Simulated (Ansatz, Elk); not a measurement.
**Bonding as seen by X-rays: SrTiP2**

Structure refinements treat a crystal as free atoms side by side. For a made-up structure of SrTiP2 (cell and positions from a r2SCAN relaxation) the runs below show what the calculated density changes in F(hkl).

Main program and level: Elk 11.2.3 (patched build); DFT, PBE, all-electron APW+lo, Dirac cores, scalar-relativistic bands, static density, no spin.

The structure was built from a prototype and need not be the compound's stable phase.

## 1. The structure

The structure is tetragonal, space group I-42d (No. 122). Conventional cell: a = 6.974 Å, b = 6.974 Å, c = 8.448 Å, α = 90.00°, β = 90.00°, γ = 90.00°. Sr has 4 P at 3.05 Å nearest. Nearest to Ti lie 4 P at 2.38 Å. Nearest to P lie 2 Ti at 2.38 Å and 2 Sr at 3.05 Å. Farther neighbours are not listed.

## 2. Ground state and structure factors

An all-electron density is needed, since X-rays see the cores too. Task 0 finds the density and task 195 Fourier-transforms it; tshift is off so that phases refer to the origin typed.

elk.in reads:

```
tasks
  0
  195

xctype
  20

spinpol
  .false.

rgkmax
  7.0

gmaxvr
  14.0

lmaxo
  7

lmaxapw
  8

swidth
  0.002

tshift
  .false.

ramdisk
  .false.

hmaxvr
  5.5

maxscl
  120

epspot
  1e-06

sppath
  './'

avec
  -6.58981566024 6.58981566024 7.98200004911
  6.58981566024 -6.58981566024 7.98200004911
  6.58981566024 6.58981566024 -7.98200004911

atoms
  3
  'Sr.in'
  2
  0.7500000000 0.2500000000 0.5000000000   0.000000 0.000000 0.000000
  -0.0000000000 0.0000000000 0.0000000000   0.000000 0.000000 0.000000
  'Ti.in'
  2
  0.2500000000 0.7500000000 0.5000000000   0.000000 0.000000 0.000000
  0.5000000000 0.5000000000 0.0000000000   0.000000 0.000000 0.000000
  'P.in'
  4
  0.2001968396 0.6250000000 0.0751968396   0.000000 0.000000 0.000000
  0.5498031604 0.1250000000 0.9248031604   0.000000 0.000000 0.000000
  0.8750000000 0.7998031604 0.4248031604   0.000000 0.000000 0.000000
  0.3750000000 0.4501968396 0.5751968396   0.000000 0.000000 0.000000

ngridk
  5 5 5
```

The run is started by

```bash
$ OMP_NUM_THREADS=4 elk
```

Numbers of over 12 decimals in the logs are rounded to 6 here.

Log:

```text
┌─────────────────────────┐
│ Elk code version 11.2.3 │
└─────────────────────────┘

All units are atomic (Hartree, Bohr, etc.)

┌─────────────────────────────────────────────────┐
│ Ground-state run starting from atomic densities │
└─────────────────────────────────────────────────┘

Lattice vectors :
  -6.589815660       6.589815660       7.982000049
   6.589815660      -6.589815660       7.982000049
   6.589815660       6.589815660      -7.982000049

Reciprocal lattice vectors :
 -0.1311006514E-16  0.4767345273      0.3935846447
  0.4767345273     -0.1311006514E-16  0.3935846447
  0.4767345273      0.4767345273      0.1054053173E-16

Unit cell volume      :    1386.494814
Brillouin zone volume :   0.1789045375

Muffin-tin inner radius fraction :   0.1000000000E-01

Nuclei treated as point charges

Species : 1 (Sr)
 parameters loaded from : Sr.in
 name : strontium
 nuclear charge    :   -38.00000000
 electronic charge :    38.00000000
 atomic mass :    159721.4892
 muffin-tin radius :    2.600000000
 number of radial points in muffin-tin :   1193
 inner part over the whole radius :   0.9909106339E-02
 number on inner part of muffin-tin    :    847
 approximate nuclear radius :   0.8067967193E-04
 number of mesh points to nuclear radius :    415
 atomic positions (lattice), magnetic fields (Cartesian) :
  1 :   0.75000000  0.25000000  0.50000000    0.00000000  0.00000000  0.00000000
  2 :   0.00000000  0.00000000  0.00000000    0.00000000  0.00000000  0.00000000

Species : 2 (Ti)
 parameters loaded from : Ti.in
 name : titanium
 nuclear charge    :   -22.00000000
 electronic charge :    22.00000000
 atomic mass :    87256.20317
 muffin-tin radius :    2.315709487
 number of radial points in muffin-tin :    993
 inner part over the whole radius :   0.9935554456E-02
 number on inner part of muffin-tin    :    698
 approximate nuclear radius :   0.6805665174E-04
 number of mesh points to nuclear radius :    325
 atomic positions (lattice), magnetic fields (Cartesian) :
  1 :   0.25000000  0.75000000  0.50000000    0.00000000  0.00000000  0.00000000
  2 :   0.50000000  0.50000000  0.00000000    0.00000000  0.00000000  0.00000000

Species : 3 (P)
 parameters loaded from : P.in
 name : phosphorus
 nuclear charge    :   -15.00000000
 electronic charge :    15.00000000
 atomic mass :    56461.71230
 muffin-tin radius :    2.122733697
 number of radial points in muffin-tin :    793
 inner part over the whole radius :   0.9903405386E-02
 number on inner part of muffin-tin    :    553
 approximate nuclear radius :   0.6081821256E-04
 number of mesh points to nuclear radius :    249
 atomic positions (lattice), magnetic fields (Cartesian) :
  1 :   0.20019684  0.62500000  0.07519684    0.00000000  0.00000000  0.00000000
  2 :   0.54980316  0.12500000  0.92480316    0.00000000  0.00000000  0.00000000
  3 :   0.87500000  0.79980316  0.42480316    0.00000000  0.00000000  0.00000000
  4 :   0.37500000  0.45019684  0.57519684    0.00000000  0.00000000  0.00000000

Total number of atoms per unit cell :    8
Total muffin-tin volume :    411.5409750
 ratio of muffin-tin to unit cell volume :   0.2968211426

Spin treatment :
 spin-unpolarised

Number of Bravais lattice symmetries :   16
Number of crystal symmetries         :    8
Crystal has no inversion symmetry
Complex Hermitian eigensolver will be used

k-point grid :      5     5     5
k-point offset :    0.000000000       0.000000000       0.000000000
k-point set is reduced with full crystal symmetry group
Total number of k-points :       24

Muffin-tin radius times maximum |G+k| :    7.000000000
 using average radius
Maximum |G+k| for APW functions       :    3.056375874
Maximum (1/2)|G+k|²                   :    4.670716743
Maximum |G| for potential and density :    14.00000000
Constant for pseudocharge density :    9
 order of it for each species :   16  16  16
 order of it for pair densities of each species (exact exchange by exxq0 0: 17) :   13  10   8
Radial integration step length :    1

[...]
exchange                    :     -379.67187763219
 correlation                 :     -8.000210
 electron entropic           :    -0.16331601635858E-07
 total energy                :     -9437.7742910146

Density of states at Fermi energy :   0.2695322087E-03
 (states/Hartree/unit cell)

Estimated indirect band gap :   0.5271416552E-01
 from k-point 22 to k-point 3
Estimated direct band gap   :   0.6371843768E-01
 at k-point 22

Charges :
 core                        :    116.0000000
 valence                     :    64.00000000
 interstitial                :    14.74423248
 muffin-tins (core leakage)
  species : 1 (Sr)
[...]
species : 2 (Ti)
[...]
species : 3 (P)
[...]
total in muffin-tins        :    165.2557675
 total calculated charge     :    179.9982609
 total charge                :    180.0000000
 error                       :   0.1739058931E-02

RMS change in Kohn-Sham potential (target) :   0.3864179387     (  0.1000000000E-05)
Absolute change in total energy (target)   :   0.2419978199     (  0.1000000000E-03)

[... loops 3 to 15 left out ...]

┌──────────────────┐
│ Loop number : 16 │
└──────────────────┘

Energies :
 Fermi                       :     0.182698
 sum of occupied eigenvalues :     -5506.5878139764
 electron kinetic            :      9647.8583875303
 core electron kinetic       :      9381.0433134702
 Coulomb                     :     -18696.133690669
 Coulomb potential           :     -14651.033706429
 nuclear-nuclear             :     -1117.2471589456
 electron-nuclear            :     -20526.738633646
 Hartree                     :      2947.8521019226
 Madelung                    :     -11370.616837454
 xc potential                :     -503.41249507725
 exchange                    :     -379.67179591694
 correlation                 :     -8.016809
 electron entropic           :    -0.82195616894996E-05
 total energy                :     -9435.9639163912

Density of states at Fermi energy :   0.2526404299
 (states/Hartree/unit cell)

Estimated indirect band gap :   0.2578290415E-01
 from k-point 22 to k-point 7
Estimated direct band gap   :   0.3128728344E-01
 at k-point 22

Charges :
 core                        :    116.0000000
 valence                     :    64.00000000
 interstitial                :    14.99043929
 muffin-tins (core leakage)
  species : 1 (Sr)
[...]
species : 2 (Ti)
[...]
species : 3 (P)
[...]
total in muffin-tins        :    165.0095607
 total calculated charge     :    179.9981951
 total charge                :    180.0000000
 error                       :   0.1804929531E-02

RMS change in Kohn-Sham potential (target) :   0.1105280222E-06 (  0.1000000000E-05)
Absolute change in total energy (target)   :   0.3557868149E-04 (  0.1000000000E-03)

Convergence targets achieved

┌──────────────────┐
│ Loop number : 17 │
└──────────────────┘

Energies :
 Fermi                       :     0.182698
 sum of occupied eigenvalues :     -5506.5878087048
 electron kinetic            :      9647.8583878634
 core electron kinetic       :      9381.0433144437
 Coulomb                     :     -18696.133686587
 Coulomb potential           :     -14651.033707817
 nuclear-nuclear             :     -1117.2471589456
 electron-nuclear            :     -20526.738623908
 Hartree                     :      2947.8520962667
 Madelung                    :     -11370.616832679
 xc potential                :     -503.41248875142
 exchange                    :     -379.67179559373
 correlation                 :     -8.016809
 electron entropic           :    -0.82195302692950E-05
 total energy                :     -9435.9639116429

Density of states at Fermi energy :   0.2526393174
 (states/Hartree/unit cell)

Estimated indirect band gap :   0.2578292352E-01
 from k-point 22 to k-point 7
Estimated direct band gap   :   0.3128730176E-01
 at k-point 22

Charges :
 core                        :    116.0000000
 valence                     :    64.00000000
 interstitial                :    14.99043947
 muffin-tins (core leakage)
  species : 1 (Sr)
[...]
species : 2 (Ti)
[...]
species : 3 (P)
[...]
atom 2                    :    13.17435697     (  0.4961849580E-03)
   atom 3                    :    13.17435697     (  0.4961849580E-03)
   atom 4                    :    13.17435697     (  0.4961849580E-03)
 total in muffin-tins        :    165.0095605
 total calculated charge     :    179.9981951
 total charge                :    180.0000000
 error                       :   0.1804929395E-02

┌──────────────────────────────┐
│ Self-consistent loop stopped │
└──────────────────────────────┘

Warning : core states of species 3 leak from the muffin-tin :   0.4961849580E-03

Wrote STATE.OUT
```

Elapsed: 2 min, on 4 threads of Arm Neoverse V1, shared host; peak memory 0.32 GiB; 6 min of CPU time.

SFACRHO.OUT:

```text

h k l indices transformed by vhmat matrix:
   1.000000000       0.000000000       0.000000000    
   0.000000000       1.000000000       0.000000000    
   0.000000000       0.000000000       1.000000000    

      h      k      l  multipl.   |H|            Re(F)            Im(F)           |F|

      0      0      0      1   0.0000000       180.00000      0.29494543E-15   180.00000    
     -1      0      0      4  0.61821087       6.3626765       6.3626765       8.9981835    
      0     -1      0      4  0.61821087       6.3626765      -6.3626765       8.9981835    
      1     -1      0      4  0.67420443      0.24051851E-14  0.19241481E-13  0.19391222E-13
     -1     -1      1      2  0.78716929      0.97261971E-14 -0.96207404E-14  0.13680554E-13
      1     -1     -1      4  0.95346905       62.436755     -0.12025926E-13   62.436755    
      0      2     -1      4   1.0364300       98.913559       41.756449       107.36616    
     -2      0      1      4   1.0364300       98.913559      -41.756449       107.36616    
      1     -2      1      4   1.1363485       34.543805      -8.7931216       35.645385    
     -1      2      0      4   1.1363485       8.7931216      -34.543805       35.645385    
     -2      1      1      4   1.1363485       8.7931216       34.543805       35.645385    
      0     -1     -1      4   1.1363485       34.543805       8.7931216       35.645385    
      0      2      0      4   1.2364217     -0.18038888E-13   8.9793655       8.9793655    
      0     -2      0      4   1.2364217     -0.16836296E-13  -8.9793655       8.9793655    
      1      2     -2      4   1.2733639       21.009417       21.009417       29.711802    
     -2     -1      1      4   1.2733639       21.009417      -21.009417       29.711802    
      0      0      2      4   1.3484089       115.49393      0.36077777E-14   115.49393    
     -1      2     -2      4   1.4833716       27.503032      -27.503032       38.895161
```

Elk indexes on the primitive cell of elk.in and gives |H| = 4π sin θ/λ in inverse bohr. Below, one row stands for each form hkl of the conventional cell (m members, Friedel mates merged), F is for one primitive cell and the density is static (no thermal factor). Free-atom factors are Waasmaier and Kirfel's, and R is Σm||F|−|F'||/Σm|F|.

| hkl | m | sin θ/λ (Å⁻¹) | abs F, DFT | neutral atoms | diff. | abs of complex diff. |
| --- | --- | --- | --- | --- | --- | --- |
| 101 | 8 | 0.093 | 8.998 | 9.237 | -0.238 | 0.238 |
| 110 | 4 | 0.101 | 0.000 | 0.000 | +0.000 | 0.000 |
| 002 | 2 | 0.118 | 0.000 | 0.000 | +0.000 | 0.000 |
| 200 | 4 | 0.143 | 62.437 | 63.131 | -0.694 | 0.694 |
| 112 | 8 | 0.156 | 107.366 | 106.804 | +0.562 | 0.961 |
| 211 | 16 | 0.171 | 35.645 | 35.180 | +0.465 | 0.471 |
| 202 | 8 | 0.186 | 8.979 | 8.833 | +0.146 | 0.146 |
| 103 | 8 | 0.192 | 29.712 | 29.466 | +0.246 | 0.246 |
| 220 | 4 | 0.203 | 115.494 | 115.738 | -0.244 | 0.244 |
| 301 | 8 | 0.223 | 38.895 | 38.754 | +0.141 | 0.141 |
| 310 | 8 | 0.227 | 14.451 | 14.401 | +0.050 | 0.050 |
| 222 | 8 | 0.235 | 0.000 | 0.000 | +0.000 | 0.000 |
| 004 | 2 | 0.237 | 48.401 | 48.483 | -0.082 | 0.082 |
| 213 | 16 | 0.239 | 18.729 | 18.587 | +0.142 | 0.143 |
| 312 | 16 | 0.256 | 85.869 | 86.267 | -0.398 | 0.524 |
| 114 | 8 | 0.258 | 0.000 | 0.000 | +0.000 | 0.000 |
| 321 | 16 | 0.265 | 14.552 | 14.744 | -0.192 | 0.377 |
| 204 | 8 | 0.277 | 109.326 | 109.476 | -0.150 | 0.150 |
| 303 | 8 | 0.279 | 1.075 | 0.731 | +0.345 | 0.345 |
| 400 | 4 | 0.287 | 91.237 | 91.912 | -0.675 | 0.675 |
| 411 | 16 | 0.301 | 19.053 | 19.166 | -0.114 | 0.437 |
| 330 | 4 | 0.304 | 0.000 | 0.000 | +0.000 | 0.000 |

## 3. The highest occupied states alone

An energy window below the Fermi level keeps the highest occupied states, to see at which angles they scatter; shallow core shells can lie inside it and anion s states outside. No new self-consistency is needed.

elk.in: that of step 2 with these lines changed.

```diff
@@ -1,3 +1,2 @@
 tasks
-  0
   195
@@ -40,2 +39,5 @@
 
+wsfac
+  -0.258290 0.482700
+
 sppath
```

The run is started by

```bash
$ OMP_NUM_THREADS=4 elk
```

Log:

```text
┌─────────────────────────────────┐
│ Elk code version 11.2.3 started │
└─────────────────────────────────┘

Info(readinput): the functional depends on the density's gradient
 muffin-tin radial points multiplied by    2.00000
 (not where nrmtscf is given)

┌────────────────────┐
│ Current task : 195 │
└────────────────────┘
Info(checkmt): changed muffin-tin radius of species 2 (Ti) from   2.4000 to   2.3157
Info(checkmt): changed muffin-tin radius of species 3 (P) from   2.2000 to   2.1227

Info(sfacrho): density structure factors written to SFACRHO.OUT

 Energy window :  -0.2582900000      0.4827000000

┌──────────────────┐
│ Elk code stopped │
└──────────────────┘
```

It took 32 s on 4 threads; peak memory 0.24 GiB; 35 s of CPU time.

States within 12 eV below the Fermi level hold 32.00 electrons; any levels below the window count with the cores. Their amplitudes can exceed the total, where window and core parts have opposite phase:

| hkl | sin θ/λ (Å⁻¹) | abs F, window | abs F, all |
| --- | --- | --- | --- |
| 101 | 0.093 | 6.190 | 8.998 |
| 110 | 0.101 | 0.000 | 0.000 |
| 002 | 0.118 | 0.000 | 0.000 |
| 200 | 0.143 | 4.653 | 62.437 |
| 112 | 0.156 | 8.096 | 107.366 |
| 211 | 0.171 | 2.820 | 35.645 |
| 202 | 0.186 | 1.186 | 8.979 |
| 103 | 0.192 | 0.090 | 29.712 |
| 220 | 0.203 | 3.829 | 115.494 |
| 301 | 0.223 | 0.438 | 38.895 |

## 4. Another functional

The difference from free atoms is small, so it is set against the change that LDA (Perdew-Wang) makes.

elk.in: that of step 3 with these lines changed.

```diff
@@ -1,2 +1,3 @@
 tasks
+  0
   195
@@ -4,3 +5,3 @@
 xctype
-  20
+  3
 
@@ -39,5 +40,2 @@
 
-wsfac
-  -0.258290 0.482700
-
 sppath
```

The run is started by

```bash
$ OMP_NUM_THREADS=4 elk
```

Log:

```text
┌─────────────────────────┐
│ Elk code version 11.2.3 │
└─────────────────────────┘

All units are atomic (Hartree, Bohr, etc.)

┌─────────────────────────────────────────────────┐
│ Ground-state run starting from atomic densities │
└─────────────────────────────────────────────────┘

Lattice vectors :
  -6.589815660       6.589815660       7.982000049
   6.589815660      -6.589815660       7.982000049
   6.589815660       6.589815660      -7.982000049

Reciprocal lattice vectors :
 -0.1311006514E-16  0.4767345273      0.3935846447
[...]
species : 2 (Ti)
[...]
species : 3 (P)
[...]
atom 3                    :    13.16121377     (  0.4972687732E-03)
   atom 4                    :    13.16121377     (  0.4972687732E-03)
 total in muffin-tins        :    165.0132546
 total calculated charge     :    179.9982097
 total charge                :    180.0000000
 error                       :   0.1790307495E-02

┌──────────────────────────────┐
│ Self-consistent loop stopped │
└──────────────────────────────┘

Warning : core states of species 3 leak from the muffin-tin :   0.4972687732E-03

Wrote STATE.OUT
[key lines of the parts left out:]
total energy                :     -9420.6358049226
```

Wall time 95 s (4 threads); peak memory 0.28 GiB; 5.2 min of CPU time.

Against the first run R = 0.07 %; the largest change is +0.082 at 200.

## 5. Basis size

The basis and the expansions that go with it are enlarged, to see whether the differences are converged.

elk.in: that of step 4 with these lines changed.

```diff
@@ -5,3 +5,3 @@
 xctype
-  3
+  20
 
@@ -11,12 +11,12 @@
 rgkmax
-  7.0
+  8.5
 
 gmaxvr
-  14.0
+  18.0
 
 lmaxo
-  7
+  9
 
 lmaxapw
-  8
+  10
```

The run is started by

```bash
$ OMP_NUM_THREADS=4 elk
```

Log:

```text
┌─────────────────────────┐
│ Elk code version 11.2.3 │
└─────────────────────────┘

All units are atomic (Hartree, Bohr, etc.)

┌─────────────────────────────────────────────────┐
│ Ground-state run starting from atomic densities │
└─────────────────────────────────────────────────┘

Lattice vectors :
  -6.589815660       6.589815660       7.982000049
   6.589815660      -6.589815660       7.982000049
   6.589815660       6.589815660      -7.982000049

Reciprocal lattice vectors :
 -0.1311006514E-16  0.4767345273      0.3935846447
[...]
species : 2 (Ti)
[...]
species : 3 (P)
[...]
atom 3                    :    13.17619120     (  0.4963997858E-03)
   atom 4                    :    13.17619120     (  0.4963997858E-03)
 total in muffin-tins        :    165.0306558
 total calculated charge     :    179.9979810
 total charge                :    180.0000000
 error                       :   0.2019033559E-02

┌──────────────────────────────┐
│ Self-consistent loop stopped │
└──────────────────────────────┘

Warning : core states of species 3 leak from the muffin-tin :   0.4963997858E-03

Wrote STATE.OUT
[key lines of the parts left out:]
total energy                :     -9435.9740971882
```

Run time: 6.9 min. Hardware: 4 threads; peak memory 0.8 GiB; 23 min of CPU time.

Against the first run R = 0.01 %; the largest change is -0.016 at 008.

## 6. Settings against the effect

| run | R against the first run (%) | R against neutral atoms, low angle (%) | wall time |
| --- | --- | --- | --- |
| PBE, rgkmax 7 | 0.00 | 0.66 | 2 min |
| LDA (Perdew-Wang) | 0.07 | 0.65 | 95 s |
| rgkmax 8.5 with larger expansions | 0.01 | 0.65 | 6.9 min |

## 7. Summary of results

* R against neutral atoms, sin θ/λ < 0.3 Å⁻¹: 0.66 %
* R against neutral atoms, 0.3 to 0.63 Å⁻¹: 0.23 %

What this shows: Independent neutral atoms miss the calculated amplitudes by R = 0.66 % below 0.3 Å⁻¹ and 0.23 % from there to 0.63 Å⁻¹; by shells, 1.46 % below 0.15 Å⁻¹ (2 forms), 0.61 % 0.15 to 0.3 (14 forms), 0.27 % 0.3 to 0.45 (36 forms), 0.21 % above 0.45 (80 forms). Bonding, aspherical density and the tables' own atoms all enter these figures, and the runs don't part them. The largest change of an amplitude is -0.69 electrons, at 200. R counts amplitudes alone; phases shift too. Weak lines can change much in proportion: 303 goes from 0.73 to 1.08. The window's part falls from 32.0 electrons at the origin to at most 0.33 between 0.45 and 0.63 Å⁻¹. Below 0.3 Å⁻¹ the changes that finished (LDA (Perdew-Wang) and rgkmax 8.5 with larger expansions) move F by R = 0.04 % at most, against the 0.66 % that separates it from free atoms. The k-mesh has no finished test. These runs have no spin, though d or f shells may be open. Part of the difference isn't bonding: the tables are fits to free atoms and ions calculated by other methods than this functional. Thermal motion, anomalous dispersion and extinction are left out.

[Logs are printed without paths, hosts, clocks, repeated set-up lines and the standing remarks that a program may print on its own settings, such as how far it seeks lower states.]

[Hosts, paths, dates, database ids (printed as entryN), source tags and the programs' standing remarks are cut or masked in the printed files.]
